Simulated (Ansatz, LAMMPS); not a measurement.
# Amorphous 57SiO2-30PbO-13Na2O (mol %) (62 atoms): a single point

Wanted: forces, charges and levels of amorphous 57SiO2-30PbO-13Na2O (mol %) (62 atoms).

Calculated with Ansatz 0.2.0; Kohn-Sham DFT, PBEsol, PAW (set soft_2), plane waves.

**1. The starting structure**

The cell holds 62 atoms: 13 Si, 7 Pb, 6 Na and 36 O. Cell: a = 10.102 Å, b = 10.102 Å, c = 10.102 Å, α = 90.0°, β = 90.0°, γ = 90.0°. 62 atoms (13 Si, 7 Sr, 6 Na, 36 O) placed at random at 2.79 g/cm³, melted at 5000 K for 10 ps at fixed volume with the Morse and Coulomb pair potential with partial charges (Pedone, Malavasi, Menziani, Cormack and Segre, J. Phys. Chem. B 110, 11780 (2006)). Quenched from 5000 K to 300 K at 10 K/ps and fixed volume, held 5 ps, then minimised at fixed cell. Then Sr was replaced by Pb and the cell scaled by 1.008 (the potential has no terms for the new elements, so the cell is a start for a DFT relaxation).

What the set-up can't give: The quench rate of 10 K/ps is many orders above laboratory rates, so the cell is likely richer in defects and strain than a real sample. The network of bonds at the start is that of the classical potential that made the cell, and needn't be the one that DFT or experiment would give. Only the Γ point is sampled, in a cell whose shortest periodic width is 10 Å. No spin–orbit coupling is included, so levels derived from the heavy atoms are approximate.

**2. Making the structure**

A classical potential makes the cell, at a small fraction of what the same run would cost in DFT.

This step: classical MD, Morse and Coulomb pair potential with partial charges (Pedone, Malavasi, Menziani, Cormack and Segre, J. Phys. Chem. B 110, 11780 (2006)) (LAMMPS 22 Jul 2025 - Update 4).

The input, in.lmp:

```
# melt-quench of Si13Sr7Na6O36
units metal
atom_style charge
boundary p p p
region box block 0 10.0217 0 10.0217 0 10.0217
create_box 4 box
mass 1 28.0850   # Si
mass 2 87.6200   # Sr
mass 3 22.9898   # Na
mass 4 15.9990   # O
create_atoms 1 random 13 101555 NULL overlap 1.5 maxtry 2000
create_atoms 2 random 7 101562 NULL overlap 1.5 maxtry 2000
create_atoms 3 random 6 101569 NULL overlap 1.5 maxtry 2000
create_atoms 4 random 36 101576 NULL overlap 1.5 maxtry 2000
pair_style hybrid/overlay pedone 5.5 coul/long 8.0
pair_coeff * * coul/long
pair_coeff 1 4 pedone 0.340554 2.006700 2.100000 1   # Si-O
pair_coeff 2 4 pedone 0.019623 1.886000 3.328330 3   # Sr-O
pair_coeff 3 4 pedone 0.023363 1.763867 3.006315 5   # Na-O
pair_coeff 4 4 pedone 0.042395 1.379316 3.618701 22   # O-O
set type 1 charge 2.4
set type 2 charge 1.2
set type 3 charge 0.6
set type 4 charge -1.2
kspace_style pppm 1.0e-4
neigh_modify delay 0 every 1 check yes
thermo_style custom step time temp pe press density
thermo_modify norm yes
timestep 0.002
thermo 100
min_style cg
minimize 1e-4 1e-4 200 2000
reset_timestep 0
velocity all create 5000 101556 mom yes dist gaussian
# [... 14 lines left out ...]
thermo 1250
fix md all nvt temp 300 300 0.2
run 2500 post no
unfix md
thermo 100
min_style cg
minimize 0 1e-3 2000 20000
write_dump all custom glass.dump id type xs ys zs modify sort id
```

On the command line:

```
lmp -in in.lmp -log none -nocite
```

Log:

```text
LAMMPS (22 Jul 2025 - Update 4)
Created orthogonal box = (0 0 0) to (10.0217 10.0217 10.0217)
Created 13 atoms
Created 7 atoms
Created 6 atoms
Created 36 atoms
PPPM initialization ...
  G vector (1/distance) = 0.3731932
  grid = 10 10 10
  estimated relative force accuracy = 7.4601109e-05
   Step          Time           Temp          PotEng         Press         Density
         0   0              0             -3.5166589      392551.98      2.791994
        87   0.174          0             -13.096826     -14992.265      2.791994
Loop time of 0.0191568 s on 1 MPI rank(s) for 87 steps with 62 atoms
Minimization stats:
  Stopping criterion = energy tolerance
  Energy initial, next-to-last, final =
      -3.5166588603139  -13.0958434517283  -13.0968262654013
  Force two-norm initial, final = 191.91157 1.8349342
  Iterations, force evaluations = 87 120
   Step          Time           Temp          PotEng         Press         Density
[... 12 lines left out ...]
[... 1 line left out ...]
Loop time of 0.682828 s on 1 MPI rank(s) for 5000 steps with 62 atoms
   Step          Time           Temp          PotEng         Press         Density
[... 12 lines left out ...]
Loop time of 31.2325 s on 1 MPI rank(s) for 235000 steps with 62 atoms
   Step          Time           Temp          PotEng         Press         Density
[... 2 lines left out ...]
    242500   485            319.38086     -13.18446      -5652.5793      2.791994
    243500   487            327.37691     -13.184098     -2414.7115      2.791994
Loop time of 0.295435 s on 1 MPI rank(s) for 2500 steps with 62 atoms
   Step          Time           Temp          PotEng         Press         Density
    243500   487            327.37691     -13.184098     -2414.7115      2.791994
    243517   487.034        327.37691     -13.220801     -12169.118      2.791994
Loop time of 0.00992772 s on 1 MPI rank(s) for 17 steps with 62 atoms
Minimization stats:
  Stopping criterion = linesearch alpha is zero
  Energy initial, next-to-last, final =
     -13.1840984551718  -13.2208013222002  -13.2208013222002
  Force two-norm initial, final = 9.926746 0.39481239
  Iterations, force evaluations = 17 67
```

Run time: 32 s. Hardware: 1 thread of AMD EPYC 9R45, shared host; peak memory 0.071 GiB.

**3. Plane-wave single point**

One self-consistent run at the given positions yields energy and forces.

The input, input.yaml:

```yaml
crystal:
  lattice:
    - [10.10187, 0.0, 0.0]
    - [0.0, 10.10187, 0.0]
    - [0.0, 0.0, 10.10187]
  atoms:
    - { symbol: Si, position: [0.38457, 0.44371, 0.36866] }
    - { symbol: Si, position: [0.38886, 0.2678, 0.10833] }
    - { symbol: Si, position: [0.8723, 0.71182, 0.63272] }
    - { symbol: Si, position: [0.4143, 0.48911, 0.87921] }
    - { symbol: Si, position: [0.91428, 0.70367, 0.15297] }
    - { symbol: Si, position: [0.19923, 0.67519, 0.28419] }
    - { symbol: Si, position: [0.14439, 0.96315, 0.40922] }
    - { symbol: Si, position: [0.6168, 0.05925, 0.03144] }
    - { symbol: Si, position: [0.85572, 0.89182, 0.38031] }
    - { symbol: Si, position: [0.4634, 0.29188, 0.63603] }
    - { symbol: Si, position: [0.86098, 0.23039, 0.12186] }
    - { symbol: Si, position: [0.24953, 0.05835, 0.69302] }
    - { symbol: Si, position: [0.14588, 0.08283, 0.12129] }
    - { symbol: Pb, position: [0.55149, 0.76161, 0.2895] }
    - { symbol: Pb, position: [0.9705, 0.92203, 0.86059] }
    - { symbol: Pb, position: [0.57411, 0.9554, 0.64796] }
    - { symbol: Pb, position: [0.00864, 0.50545, 0.86693] }
    - { symbol: Pb, position: [0.35253, 0.82128, 0.97427] }
    - { symbol: Pb, position: [0.76315, 0.48345, 0.4073] }
    - { symbol: Pb, position: [0.26712, 0.7042, 0.6294] }
    - { symbol: Na, position: [0.59881, 0.62054, 0.68098] }
    - { symbol: Na, position: [0.68793, 0.75378, 0.9365] }
    - { symbol: Na, position: [0.82732, 0.17049, 0.4866] }
    - { symbol: Na, position: [0.64933, 0.47872, 0.10118] }
    - { symbol: Na, position: [0.61246, 0.16243, 0.33901] }
    - { symbol: Na, position: [0.71133, 0.27866, 0.81741] }
    - { symbol: O, position: [0.27032, 0.5358, 0.83621] }
    - { symbol: O, position: [0.49028, 0.74592, 0.53566] }
    - { symbol: O, position: [0.5201, 0.17331, 0.10639] }
    - { symbol: O, position: [0.77895, 0.80919, 0.71691] }
    - { symbol: O, position: [0.01087, 0.1707, 0.12385] }
    - { symbol: O, position: [0.26571, 0.17724, 0.06903] }
    - { symbol: O, position: [0.78697, 0.62424, 0.20136] }
    - { symbol: O, position: [0.31317, 0.71077, 0.18612] }
    - { symbol: O, position: [0.52364, 0.50617, 0.33129] }
    - { symbol: O, position: [0.22285, 0.01284, 0.53537] }
    - { symbol: O, position: [0.05643, 0.64492, 0.21411] }
    - { symbol: O, position: [0.31712, 0.92954, 0.75732] }
    - { symbol: O, position: [0.82664, 0.55991, 0.64397] }
    - { symbol: O, position: [0.36299, 0.32947, 0.25448] }
    - { symbol: O, position: [0.8436, 0.34238, 0.00951] }
    - { symbol: O, position: [0.81158, 0.27717, 0.26596] }
    - { symbol: O, position: [0.41381, 0.38975, 0.00697] }
    - { symbol: O, position: [0.98282, 0.97902, 0.4325] }
    - { symbol: O, position: [0.89468, 0.84706, 0.23172] }
    - { symbol: O, position: [0.13697, 0.9512, 0.04032] }
    - { symbol: O, position: [0.3975, 0.37402, 0.51277] }
    - { symbol: O, position: [0.48194, 0.3987, 0.75697] }
    - { symbol: O, position: [0.6017, 0.23312, 0.5857] }
    - { symbol: O, position: [0.60753, 0.07485, 0.87588] }
    - { symbol: O, position: [0.17207, 0.80317, 0.38487] }
    - { symbol: O, position: [0.72087, 0.96603, 0.39773] }
    - { symbol: O, position: [0.91798, 0.70982, 0.99733] }
    - { symbol: O, position: [0.11338, 0.10019, 0.75354] }
    - { symbol: O, position: [0.25912, 0.54869, 0.36996] }
    - { symbol: O, position: [0.50883, 0.61309, 0.90252] }
    - { symbol: O, position: [0.3623, 0.17618, 0.68209] }
    - { symbol: O, position: [0.57507, 0.9159, 0.07911] }
    - { symbol: O, position: [0.02214, 0.72866, 0.67837] }
    - { symbol: O, position: [0.76516, 0.10475, 0.07563] }
    - { symbol: O, position: [0.18073, 0.04107, 0.27608] }
    - { symbol: O, position: [0.8559, 0.75758, 0.4742] }
kpoints:
  mp_grid: { grid: [1, 1, 1] }
hamiltonian:
  xc: pbesol
scf:
  occupations: { method: gaussian, width: 0.025 }
output:
  forces: true
  stress: true
  populations: true
  dos:
    method: { smearing: { sigma: 0.08 } }
    de: 0.1
    projected: { site_lists: { Na: [Na], O: [O], Pb: [Pb], Si: [Si] } }
  eigenvalues: true
  write_density: true
  write_potential: true
  volumetric_format: npy
```

On the command line:

```
ansatz run input.yaml --threads 8 --pin off --max-ram 15872MiB --backend cpu --events-out ev --progress --plain --runs-dir out
```

Log:

```text
Engine: ansatz 0.2.0, x86_64-unknown-linux-gnu
Pseudopotentials: kind: paw
Pseudopotential: Si, paw, valence charge 4, recommended cutoff 420 eV (normal), Si.paw.azcp
Pseudopotential: Pb, paw, valence charge 14, recommended cutoff 420 eV (normal), Pb.paw.azcp
Pseudopotential: Na, paw, valence charge 9, recommended cutoff 420 eV (normal), Na.paw.azcp
Pseudopotential: O, paw, valence charge 6, recommended cutoff 420 eV (normal), O.paw.azcp
[... 3 lines on functional and potentials left out ...]
Crystal: 62 atoms, lattice volume = 1030.873 Å³
Basis set: ecut = 420 eV, 20005 PW (Γ), exchange–correlation on 144×144×144 points (8 copies of the dense FFT grid, shifted against one another)
Bands: 272, of which v1, the nominal top of the filled ones, is band 210 counted from 1 (209 counted from 0)
Symmetry: 1 space group operations
Space group: P1 (ITA 1), of the structure as read, at distance tolerance 1.0e-4 Å
k-points: 1
[...]
atom   7  Si    -1.07669440    -0.72977336    -0.82551926
  atom   8  Si     0.00553851     1.33212195    -0.45298304
[...]
atom  13  Si    -0.48771640     0.67790410     1.38213390
  atom  14  Pb    -0.52372635    -0.34744957     1.03698776
[...]
atom  61  O      0.51853163     0.62378155    -0.16205509
  atom  62  O     -0.14961756    -0.87663478    -0.12603605
  max |Σ_I F_I| component: 1.07e-4 eV/Å
--- Stress (GPa, compression-positive) ---
       -2.275868       0.620450       0.471835
        0.620449      -2.256937      -0.289137
        0.471835      -0.289136      -2.118974
  P = ⅓ Tr σ = -2.2173 GPa (-22.173 kbar)
--- Band table (eV) ---
  k-point 0: bands = ["-47.3290", "-46.5729", "-46.5613", "-46.4456", [... 256 levels ...], "12.6186", "12.6629", "12.6770", "12.7751", "12.8253", "12.9104", "12.9947", "13.0235", "13.1018", "13.1333", "13.1640", "13.1813"]
--- Löwdin populations: 62 sites ---
  site symbol       q [e]
     0     Si      2.2948
     1     Si      2.2664
     2     Si      2.4155
[...]
61      O      6.7904
  spilling = 0.008929 (of n_electrons = 420.000000)
[key lines of the parts left out:]
SCF converged after 11 iterations
Free energy (F): -119454.628750 eV
Fermi energy:    4.968367 eV
```

Elapsed: 2.9 s, on 8 threads of AMD EPYC 9R45, shared host; peak memory 1.3 GiB.

Reading the cycles: dr2 is the Hartree energy of the density residual (eV), the measure of convergence; HF is the Harris–Foulkes estimate of the energy, which meets the free energy F at convergence.

The program notes that the exchange-correlation potential is rough where the density is thin.

The run gave:

* free energy: -119454.6288 eV
* free energy per atom: -1926.6876 eV/atom
* SCF cycles: 11
* pressure: -2.217 GPa
* r.m.s. force component: 0.8094 eV/Å
* longest force: 3.163 eV/Å
* Fermi energy: 4.968 eV
* gap (highest filled to lowest empty level): 2.383 eV
* spilling of the projection: 0.008929

Length of the force by element and coordination:

| element | coordination | atoms | mean length of the force (eV/Å) | spread | least | most |
| --- | --- | --- | --- | --- | --- | --- |
| Na | all | 6 | 0.397 | 0.131 | 0.221 | 0.565 |
| O | all | 36 | 1.36 | 0.737 | 0.113 | 2.66 |
| Pb | all | 7 | 0.934 | 0.264 | 0.468 | 1.28 |
| Si | all | 13 | 1.30 | 0.703 | 0.302 | 3.16 |

Löwdin charges by element and coordination (they lack the spilled electrons, 0.060 e an atom on average):

| element | coordination | atoms | mean charge (e) | spread | least | most |
| --- | --- | --- | --- | --- | --- | --- |
| Na | all | 6 | 0.779 | 0.0215 | 0.745 | 0.807 |
| O | all | 36 | -0.827 | 0.0452 | -0.933 | -0.774 |
| Pb | all | 7 | 1.02 | 0.045 | 0.962 | 1.11 |
| Si | all | 13 | 1.67 | 0.0465 | 1.58 | 1.74 |

States in the cell by windows of 1 eV, zero at the Fermi level; the larger projections on atomic orbitals stand beside the total:

| from (eV) | to (eV) | total | O p | Pb p | Si p | Pb s |
| --- | --- | --- | --- | --- | --- | --- |
| -10 | -9 | 7.9 | 4.8 | 0.0 | 0.6 | 0.9 |
| -9 | -8 | 18.5 | 7.9 | 0.1 | 1.2 | 7.6 |
| -8 | -7 | 15.7 | 10.8 | 0.1 | 2.6 | 1.6 |
| -7 | -6 | 3.7 | 2.6 | 0.2 | 0.4 | 0.1 |
| -6 | -5 | 33.6 | 25.8 | 1.2 | 3.3 | 0.4 |
| -5 | -4 | 36.6 | 31.0 | 1.5 | 1.7 | 0.4 |
| -4 | -3 | 45.5 | 40.4 | 1.8 | 1.1 | 0.6 |
| -3 | -2 | 41.8 | 38.7 | 0.9 | 0.5 | 0.6 |
| -2 | -1 | 20.8 | 18.5 | 0.6 | 0.2 | 0.9 |
| -1 | 1 | 0.0 | 0.0 | 0.0 | 0.0 | 0.0 |
| 1 | 2 | 9.9 | 1.3 | 7.2 | 0.1 | 0.1 |
| 2 | 3 | 14.1 | 1.8 | 10.1 | 0.2 | 0.1 |
| 3 | 4 | 12.0 | 1.3 | 7.6 | 0.3 | 0.1 |
| 4 | 5 | 11.9 | 1.3 | 6.0 | 0.6 | 0.0 |

The curve was stored every 0.10 eV, coarse against its broadening of 0.08 eV, so these counts are rough.

Between -26 and -10 eV lie 184 more states.

The levels nearest the highest filled one (over half full), pooled over k-points and spins:

| level less the highest filled one (eV) | occupation |
| --- | --- |
| -0.450 | 2 |
| -0.335 | 2 |
| -0.299 | 2 |
| -0.251 | 2 |
| -0.173 | 2 |
| 0 | 2 |
| 2.38 | 0 |
| 2.64 | 0 |
| 2.84 | 0 |
| 3.00 | 0 |
| 3.07 | 0 |
| 3.26 | 0 |

Valence density in the ac plane at fractional y = 0.489, with atoms of Si and Pb and Na and O within 0.2 Å of it. It is the smooth field of the valence electrons, not physical close to the nuclei.

Values in e/Å³, 13 rows by 16 columns, each cell a mean:
```
 1  0  0  0  0  0  0  0  0  0  0  0  0  0  0  1
 7  2  0  1  2  1  0  0  0  0  0  0  0  0  0  4
 2  1  0  1  2  1  0  0  0  0  0  0  0  0  0  1
 0  0  0  0  0  0  0  0  0  0  0  0  0  0  0  0
 0  0  0  0  0  0  0  0  0  0  0  0  0  1  0  0
 0  0  0  0  0  0  0  0  0  0  0  0  0  0  0  0
 0  0  0  0  0  0  0  0  0  0  0  1  2  1  0  0
 0  0  0  0  1  1  0  1  1  0  0  4  7  2  0  0
 0  0  0  1  1  1  0  2  5  2  0  1  2  1  0  0
 0  0  0  0  0  0  0  1  1  1  0  0  0  0  0  0
 0  0  0  0  0  0  0  0  0  0  1  0  0  0  0  0
 0  0  0  0  0  0  0  0  0  2 13  3  0  0  0  0
 0  0  0  0  0  0  0  0  0  0  2  0  0  0  0  0
```
Columns run along a (10.1 Å), rows up along c (10.1 Å). Atoms in or near the plane, at fractional coordinates: Si at (0.41, 0.88), Pb at (0.01, 0.87), Pb at (0.76, 0.41), Na at (0.65, 0.10), O at (0.52, 0.33).

Electrostatic potential energy in the ac plane at fractional y = 0.489, with atoms of Si and Pb and Na and O within 0.2 Å of it. With pseudopotentials it is smooth inside the atoms' cores, unlike the true potential.

Values in eV, 13 rows by 16 columns, each cell a mean:
```
-23  -7   6   9   8  -1 -19 -12   4   7   6   7   8   8   3 -15
-28 -28   3   4 -12 -16 -39 -34  -1   8   8   8   8   6  -7 -35
-29 -12   6   5 -10  -1 -14  -9   4   8   8   8   8   7   1 -23
  3   5   8   9   9   9   7   7   7   7   7   8   9   9   8   5
  8   8   8   9   9   9   9   9   8   6   7   8   8   4   9   9
  9   9   9   9   9   9   9   9   8   7   7   6   6   7   9   9
  9   9   9   9   8   6   4   7   9   8   3 -15 -23  -9   5   8
  9   9  10   6  -3 -14 -25  -5  -1   6  -4 -34 -26 -30   1   7
  9  10  10   5  -6 -18 -30 -20 -36 -10   2 -21 -28 -14   4   8
 10  10   9   9   8   4   2   4  -4   5   6   4   4   6   8   9
 10  10  10   9   9   9   9   9   8   3  -5   2   8  10  10  10
  9   9   9   9  10  10  10   9   6 -13 -39 -16   7  10  10   9
  5   6   8   9   9   8   7   7   7   1 -11   0   7   9   9   6
```
Columns run along a (10.1 Å; values clipped at the 3rd and 97th percentile), rows up along c (10.1 Å). Atoms in or near the plane, at fractional coordinates: Si at (0.41, 0.88), Pb at (0.01, 0.87), Pb at (0.76, 0.41), Na at (0.65, 0.10), O at (0.52, 0.33).

Mean Löwdin charges: Na +0.78, O -0.83, Pb +1.02, Si +1.67 e (they miss 0.89 % of the electrons, so they add up to more than the cell's charge). The largest share in the top eV of filled states is O p (91 % of the projected weight), and in the lowest eV of empty states Pb p (75 % of the projected weight).

**4. Structure statistics**

Bonds and neighbours are counted at the geometry of the runs.

Density 4.07 g/cm³, 16.63 Å³ an atom.

g(r), total and by pair (bins of 0.2 Å):

| r (Å) | total | O-O | O-Si | O-Pb | O-Na | Si-Si | Si-Pb |
| --- | --- | --- | --- | --- | --- | --- | --- |
| 1.50 | 1.21 | 0.00 | 4.95 | 0.00 | 0.00 | 0.00 | 0.00 |
| 1.70 | 3.00 | 0.00 | 12.30 | 0.00 | 0.00 | 0.00 | 0.00 |
| 1.90 | 0.00 | 0.00 | 0.00 | 0.00 | 0.00 | 0.00 | 0.00 |
| 2.10 | 0.00 | 0.00 | 0.00 | 0.00 | 0.00 | 0.00 | 0.00 |
| 2.30 | 0.20 | 0.00 | 0.00 | 0.00 | 1.79 | 0.00 | 0.00 |
| 2.50 | 1.21 | 0.96 | 0.00 | 3.09 | 4.30 | 0.00 | 0.00 |
| 2.70 | 2.75 | 6.06 | 0.00 | 3.67 | 1.60 | 0.00 | 0.00 |
| 2.90 | 0.26 | 0.00 | 0.00 | 1.56 | 0.24 | 0.00 | 0.00 |
| 3.10 | 0.51 | 0.13 | 0.00 | 0.52 | 0.97 | 4.53 | 0.00 |
| 3.30 | 0.84 | 0.86 | 0.40 | 0.30 | 0.33 | 3.72 | 0.42 |
| 3.50 | 0.93 | 0.97 | 0.62 | 0.39 | 0.45 | 0.00 | 3.29 |
| 3.70 | 1.29 | 0.84 | 1.39 | 0.94 | 1.40 | 0.00 | 3.67 |
| 3.90 | 1.14 | 0.92 | 1.73 | 0.85 | 0.62 | 0.00 | 2.33 |
| 4.10 | 1.07 | 0.87 | 2.04 | 0.48 | 0.57 | 0.00 | 1.09 |
| 4.30 | 1.07 | 0.55 | 1.62 | 1.14 | 1.14 | 1.29 | 1.00 |
| 4.50 | 0.90 | 0.91 | 0.56 | 1.36 | 1.69 | 0.96 | 0.00 |
| 4.70 | 0.91 | 0.91 | 0.95 | 1.25 | 1.12 | 0.21 | 0.81 |
| 4.90 | 1.19 | 1.40 | 0.80 | 1.14 | 1.27 | 2.65 | 1.10 |

The surroundings of Si5, which bears the longest force, nearest first, numbered as they follow in the input and with coordinates relative to it.

| atom | x | y | z | distance (Å) | Löwdin charge (e) | Fx | Fy | Fz (eV/Å) |
| --- | --- | --- | --- | --- | --- | --- | --- | --- |
| Si5 | 0.00 | 0.00 | 0.00 | 0.00 | 1.65 | 1.12 | 0.82 | 2.84 |
| O53 | 0.04 | 0.06 | -1.57 | 1.57 | -0.82 | 0.34 | -0.25 | -2.37 |
| O33 | -1.29 | -0.80 | 0.49 | 1.59 | -0.85 | -1.67 | -1.70 | 0.98 |
| O45 | -0.20 | 1.45 | 0.80 | 1.66 | -0.79 | 0.11 | 0.00 | -1.03 |
| O37 | 1.44 | -0.59 | 0.62 | 1.67 | -0.79 | -0.05 | -0.61 | -0.13 |
| Si9 | -0.59 | 1.90 | 2.30 | 3.04 | 1.66 | 1.35 | -1.39 | 0.24 |
| Si6 | 2.88 | -0.29 | 1.33 | 3.18 | 1.70 | -0.92 | 0.62 | 0.21 |
| Na22 | -2.29 | 0.51 | -2.19 | 3.20 | 0.76 | 0.14 | 0.24 | 0.09 |
| O62 | -0.59 | 0.54 | 3.25 | 3.34 | -0.79 | -0.15 | -0.88 | -0.13 |
| Na24 | -2.68 | -2.27 | -0.52 | 3.55 | 0.78 | 0.02 | -0.30 | -0.05 |
| O46 | 2.25 | 2.50 | -1.14 | 3.55 | -0.80 | 0.00 | -1.74 | -1.71 |
| Pb17 | 0.95 | -2.00 | -2.89 | 3.64 | 1.11 | -0.12 | 0.71 | 0.27 |
| O51 | 2.60 | 1.01 | 2.34 | 3.64 | -0.78 | 0.29 | -0.44 | 0.76 |
| Pb19 | -1.53 | -2.22 | 2.57 | 3.73 | 1.00 | -0.13 | 0.53 | -1.16 |
| Pb15 | 0.57 | 2.21 | -2.95 | 3.73 | 1.05 | 0.91 | 0.62 | -0.06 |

**5. Outcome**

| Quantity | Value |
| --- | --- |
| free energy per atom | -1926.6876 eV/atom |
| pressure | -2.217 GPa |
| r.m.s. force component | 0.8094 eV/Å |
| gap (highest filled to lowest empty level) | 2.383 eV |
| wall time of the 1 DFT run | 2.9 s |

In words: Between filled and empty levels lie 2.38 eV (at Γ alone); a semilocal functional narrows such gaps, while the missing spin–orbit coupling widens them for these heavy elements, so the errors pull opposite ways. In a disordered cell it changes from sample to sample, and tail or defect levels can set it.

**Limits.** The geometry was minimised with a classical potential and isn't relaxed at this level: its force components are 0.81 eV/Å r.m.s. The pressure of -2.2 GPa belongs to unrelaxed atoms and would change as they relax.

[Long decimals in the printed logs are rounded to 6 places.]

[Logs are printed without paths, hosts, clocks, repeated set-up lines and the standing remarks that a program may print on its own settings, such as how far it seeks lower states.]

[Hosts, paths, dates, database ids (printed as entryN), source tags and the programs' standing remarks are cut or masked in the printed files.]
